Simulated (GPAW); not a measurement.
**Near-edge structure at the K K edge of KTaO3 (Pm-3m)**

Aim: the dependence of the K K near-edge features of KTaO3 (Pm-3m) on volume.

Method: X-ray absorption from dipole matrix elements to empty bands, plane-wave PAW revPBE, without spin-orbit coupling, in GPAW 26.7.0.

**1. The structure**

It takes space group Pm-3m (No. 221, cubic). Conventional cell: a = 3.988 Å, b = 3.988 Å, c = 3.988 Å, α = 90.00°, β = 90.00°, γ = 90.00°. Nearest to Ta lie 6 O at 1.99 Å. Nearest to K lie 12 O at 2.82 Å. Nearest to O lie 2 Ta at 1.99 Å and 4 K at 2.82 Å. Farther neighbours and most contacts between anions are not listed.

Coordinates:

```
Ta K O
1.0
     3.98830    0.00000    0.00000
     0.00000    3.98830    0.00000
     0.00000    0.00000    3.98830
Ta K O
1 1 3
Direct
  0.00000 0.00000 0.00000
  0.50000 0.50000 0.50000
  0.00000 0.00000 0.50000
  0.00000 0.50000 0.00000
  0.50000 0.00000 0.00000
```

**2. Ground state of the crystal**

A plain self-consistent run shows whether there is a gap, which decides the set-up of the core-hole run.

Input file scf.py:

```python
import numpy as np
from ase import Atoms
from ase.parallel import parprint, paropen
from gpaw import GPAW, PW, FermiDirac, Mixer, MixerDif, setup_paths
from gpaw.test import gen
setup_paths.insert(0, '.')
gen('K', name='nch1s', xcname='revPBE', corehole=(1, 0, 0), write_xml=True)
from gpaw.mpi import world
world.barrier()

atoms = Atoms('TaKO3',
    cell=[[3.9883, 0, 0],
     [0, 3.9883, 0],
     [0, 0, 3.9883]],
    scaled_positions=[[0, 0, 0],
     [0.5, 0.5, 0.5],
     [0, 0, 0.5],
     [0, 0.5, 0],
     [0.5, 0, 0]],
    pbc=True)
atoms.calc = calc = GPAW(legacy_gpaw=True, mode=PW(500, force_complex_dtype=True), xc='revPBE', setups={1: 'nch1s'},
    kpts={'size': (6, 6, 6), 'gamma': True}, occupations=FermiDirac(0.05),
    charge=0, mixer=Mixer(0.1, 5, 50), maxiter=150,
    convergence={'density': 0.0001, 'eigenstates': 1e-6}, txt='scf.txt')
energy = atoms.get_potential_energy() + calc.get_reference_energy()
ef = calc.get_fermi_level()
out = dict(energy=energy, fermi=ef, forces=atoms.get_forces().tolist())
parprint(f'all-electron energy {energy:.4f} eV, Fermi level {ef:.4f} eV')
ev = np.array([[calc.get_eigenvalues(k, s) for k in range(len(calc.get_ibz_k_points()))] for s in range(calc.get_number_of_spins())])
out['homo'], out['lumo'], out['counts'] = ev[ev < ef].max(), ev[ev > ef].min(), sorted(set((ev < ef).sum((0, 2)).tolist()))
out['filled'] = (ev[:, 0] < ef).sum(1).tolist()
import json
with paropen('out.json', 'w') as f:
    json.dump(out, f)
```

Launch:

```console
$ OMP_NUM_THREADS=1 mpirun -n 4 gpaw python scf.py
```

Numbers of over 12 decimals in the logs are rounded to 6 here.

The program printed:

```text
Input parameters:
  convergence: {density: 0.0001,
                eigenstates: 1e-06}
  kpts: {gamma: True,
         size: (6, 6, 6)}
  maxiter: 150
  mixer: {backend: pulay,
          beta: 0.1,
          method: separate,
          nmaxold: 5,
          weight: 50}
  mode: {ecut: 500.0,
         force_complex_dtype: True,
         name: pw}
  occupations: {fixmagmom: False,
                name: fermi-dirac,
                width: 0.05}
  setups: {1: nch1s}
  xc: revPBE

Initialize ...

[... PAW data sets ...]

Reference energy: -446694.570353  # eV

Spin-paired calculation

[... convergence settings ...]
Symmetries present (total): 48
  [... symmetry matrices ...]

216 k-points: 6 x 6 x 6 Monkhorst-Pack grid + [1/12,1/12,1/12]
20 k-points in the irreducible part of the Brillouin zone
       k-points in crystal coordinates                weights
   0:     0.00000000    0.00000000    0.00000000          1/216
   1:     0.16666667    0.00000000    0.00000000          6/216
   2:     0.16666667    0.16666667    0.00000000         12/216
   3:     0.16666667    0.16666667    0.16666667          8/216
   4:     0.33333333    0.00000000    0.00000000          6/216
   5:     0.33333333    0.16666667    0.00000000         24/216
   6:     0.33333333    0.16666667    0.16666667         24/216
   7:     0.33333333    0.33333333    0.00000000         12/216
   8:     0.33333333    0.33333333    0.16666667         24/216
   9:     0.33333333    0.33333333    0.33333333          8/216
          ...
  19:     0.50000000    0.50000000    0.50000000          1/216

Wave functions: Plane wave expansion
  Cutoff energy: 500.000 eV
  Number of coefficients (min, max): 1575, 1640
  Pulay-stress correction: 0.000000 eV/Ang^3 (de/decut=0.000000)
  Using FFTW library
  Wavefunction extrapolation:
    Improved wavefunction reuse through dual PAW basis

Occupation numbers: Fermi-Dirac:
  width: 0.0500  # eV

Eigensolver
   Davidson(niter=2)

Densities:
  Coarse grid: 21*21*21 grid
  Fine grid: 42*42*42 grid
  Total Charge: 0.000000

Density mixing:
  Method: separate
  Backend: pulay
  Linear mixing parameter: 0.1
  old densities: 5
  Width of damping distribution: 1.1
  Damping of long wavelength oscillations: 50

[... Hamiltonian set-up ...]
Number of atoms: 5
Number of atomic orbitals: 30
Number of bands in calculation: 28
Number of valence electrons: 40
Bands to converge: occupied

... initialized

Initializing position-dependent things.

Density initialized from atomic densities
Creating initial wave functions:
  28 bands from LCAO basis set

Positions:
   0 Ta     0.000000    0.000000    0.000000    ( 0.0000,  0.0000,  0.0000)
   1 K      1.994150    1.994150    1.994150    ( 0.0000,  0.0000,  0.0000)
   2 O      0.000000    0.000000    1.994150    ( 0.0000,  0.0000,  0.0000)
   3 O      0.000000    1.994150    0.000000    ( 0.0000,  0.0000,  0.0000)
   4 O      1.994150    0.000000    0.000000    ( 0.0000,  0.0000,  0.0000)

Unit cell:
           periodic     x           y           z      points  spacing
  1. axis:    yes    3.988300    0.000000    0.000000    21     0.1899
  2. axis:    yes    0.000000    3.988300    0.000000    21     0.1899
  3. axis:    yes    0.000000    0.000000    3.988300    21     0.1899

  Lengths:   3.988300   3.988300   3.988300
  Angles:   90.000000  90.000000  90.000000

Effective grid spacing dv^(1/3) = 0.1899

iter:   1   -42.091892
iter:   2   -39.280835   -1.07  -0.95
iter:   3   -36.868797   -0.87  -1.07
iter:   4   -36.953196   -2.35  -1.43
iter:   5   -36.902794   -2.08  -1.48
iter:   6   -36.915547   -2.51  -2.39
iter:   7   -36.918509c  -2.44  -2.27
iter:   8   -36.896718   -2.99  -2.23
iter:   9   -36.896700   -4.28  -2.86
iter:  10   -36.896140c  -4.54  -2.98
iter:  11   -36.896134c  -5.58  -3.86
iter:  12   -36.896135c  -6.72c -4.33c

Converged after 12 iterations.

Dipole moment: (0.000000, 0.000000, 0.000000) |e|*Ang

Energy contributions relative to reference atoms: (reference = -446694.570353)

Kinetic:        +32.230331
Potential:      -34.494864
External:        +0.000000
XC:             -34.166839
Entropy (-ST):   -0.000000
Local:           -0.464762
SIC:             +0.000000
--------------------------
Free energy:    -36.896135
Extrapolated:   -36.896135

Showing only first 2 kpts
 Kpt  Band  Eigenvalues  Occupancy
  0    18      4.92461    2.00000
  0    19      4.92462    2.00000
  0    20      7.74954    0.00000
  0    21      7.74954    0.00000

  1    18      4.81442    2.00000
  1    19      4.81444    2.00000
  1    20      7.78630    0.00000
  1    21      8.53546    0.00000

Fermi level: 6.66363

Gap: 2.213 eV
Transition (v -> c):
  (s=0, k=18, n=19, [0.50, 0.50, 0.33]) -> (s=0, k=0, n=20, [0.00, 0.00, 0.00])
Direct/indirect transitions are different
Direct gap: 2.825 eV
Transition at: (s=0, k=0, n=19, [0.00, 0.00, 0.00])

Forces in eV/Ang:
  0 Ta   -0.00000   -0.00000    0.00000
  1 K     0.00000    0.00000    0.00000
  2 O    -0.00000    0.00000    0.00000
  3 O    -0.00000   -0.00000    0.00000
  4 O    -0.00000   -0.00000    0.00000
Scalar-relativistic atomic revPBE calculation for K (Potassium, Z=19)
Core hole in 1s state (1s occupation: 2.0)
600 radial gridpoints.
|------------------------------------------------|
|------------------------------------------------|
[... the atom generator's iteration count ...]

Energy contributions:
-------------------------
Kinetic:     +605.695748
XC:           -33.475845
Potential:  -1174.374246
-------------------------
Total:       -602.154343

state      eigenvalue         ekin         rmax
-----------------------------------------------
1s^2.0 :  -129.436546   174.375212        0.053
2s^2.0 :   -12.990743    28.584356        0.318
2p^6.0 :   -10.293405    27.503067        0.263
3s^2.0 :    -1.300803     5.093920        1.078
3p^6.0 :    -0.692287     4.038157        1.158
4s^1.0 :    -0.083603     0.341428        4.281
-----------------------------------------------
(units: Bohr and Hartree)

Generating PAW setup
Kinetic energy of the core from tauc = 573.258786
Cutoffs:
rc(s)=2.120
rc(p)=2.090
rc(d)=1.770
rc(vbar)=2.070
rc(comp)=2.090
rc(nct)=2.120

Kinetic energy of the core states: 570.937537
Charge: 0.0
Core electrons: 10.0
Valence electrons: 9.0
Pseudo-core charge: 0.000515
Shape function alpha=2.289
Pseudo-electron charge 7.297459
state    eigenvalue         norm
--------------------------------
3s(2) :    -1.300803     0.976093
4s(1) :    -0.083603     0.996821
3p(6) :    -0.692287     0.724656
*p    :     0.307713
*d    :     0.000000
--------------------------------

Diagonalizing with gridspacing h=0.050

state   all-electron     PAW
-------------------------------
3s:      -1.300803    -1.301381
3p:      -0.692287    -0.693580
*d:                    0.007130
*f:                    0.049135
-------------------------------
all-electron energy -446731.4665 eV, Fermi level 6.6636 eV
```

Run time: 7.6 s. Hardware: 4 MPI ranks of Arm Neoverse V1, shared host; peak memory 0.19 GiB; 30 s of CPU time.

The mesh shows a gap of 2.21 eV, so the hole is first treated in a charged cell, without the excited electron.

**3. Reference energy of the supercell**

The photon energy needs a difference of total energies, so the cell and mesh of the coming hole run are first run without a hole.

Edit scf.py of step 2 so:

```diff
@@ -10,14 +10,19 @@
 
-atoms = Atoms('TaKO3',
-    cell=[[3.9883, 0, 0],
-     [0, 3.9883, 0],
-     [0, 0, 3.9883]],
+atoms = Atoms('Ta2K2O6',
+    cell=[[3.9883, 0, 3.9883],
+     [0, 3.9883, 3.9883],
+     [-3.9883, 0, 3.9883]],
     scaled_positions=[[0, 0, 0],
-     [0.5, 0.5, 0.5],
-     [0, 0, 0.5],
-     [0, 0.5, 0],
-     [0.5, 0, 0]],
+     [0.5, 0, 0.5],
+     [0.25, 0.5, 0.75],
+     [0.75, 0.5, 0.25],
+     [0.25, 0, 0.25],
+     [0.75, 0, 0.75],
+     [0.75, 0.5, 0.75],
+     [0.25, 0.5, 0.25],
+     [0.25, 0, 0.75],
+     [0.75, 0, 0.25]],
     pbc=True)
-atoms.calc = calc = GPAW(legacy_gpaw=True, mode=PW(500, force_complex_dtype=True), xc='revPBE', setups={1: 'nch1s'},
-    kpts={'size': (6, 6, 6), 'gamma': True}, occupations=FermiDirac(0.05),
+atoms.calc = calc = GPAW(legacy_gpaw=True, mode=PW(500, force_complex_dtype=True), xc='revPBE', setups={2: 'nch1s'},
+    kpts={'size': (4, 4, 4), 'gamma': True}, occupations=FermiDirac(0.02),
     charge=0, mixer=Mixer(0.1, 5, 50), maxiter=150,
```

The program printed:

```text
Input parameters:
  convergence: {density: 0.0001,
                eigenstates: 1e-06}
  kpts: {gamma: True,
         size: (4, 4, 4)}
  maxiter: 150
  mixer: {backend: pulay,
          beta: 0.1,
          method: separate,
          nmaxold: 5,
          weight: 50}
  mode: {ecut: 500.0,
         force_complex_dtype: True,
         name: pw}
  occupations: {fixmagmom: False,
                name: fermi-dirac,
[...]
3s(2) :    -1.300803     0.976093
4s(1) :    -0.083603     0.996821
3p(6) :    -0.692287     0.724656
*p    :     0.307713
*d    :     0.000000
--------------------------------

Diagonalizing with gridspacing h=0.050

state   all-electron     PAW
-------------------------------
3s:      -1.300803    -1.301381
3p:      -0.692287    -0.693580
*d:                    0.007130
*f:                    0.049135
-------------------------------
all-electron energy -893462.8900 eV, Fermi level 6.1105 eV
[key lines of the parts left out:]
Converged after 17 iterations.
Dipole moment: (-0.000000, 0.000000, 0.000000) |e|*Ang
Free energy:    -73.749735
Fermi level: 6.11053
```

Run time: 17 s. Hardware: 4 MPI ranks; peak memory 0.25 GiB; 66 s of CPU time.

Reference energy: -893462.890 eV with the cores included.

(Part 1 of 3 ends here.)

[Banner, clock and machine lines of the logs are left out without a mark of their own.]

[Logs are printed without paths, hosts, clocks, repeated set-up lines and the standing remarks that a program may print on its own settings, such as how far it seeks lower states.]

[Hosts, paths, dates, database ids (printed as entryN), source tags and the programs' standing remarks are cut or masked in the printed files.]

[Lists of maxima count a maximum above −3 eV only where it reaches 4 % of the highest in the window and stands out from its surroundings by 2 % of it (1.5 % where it reaches 55 %); shoulders and weaker maxima are passed over, and of the rest the first, up to two pre-edge ones and the few strongest are named.]
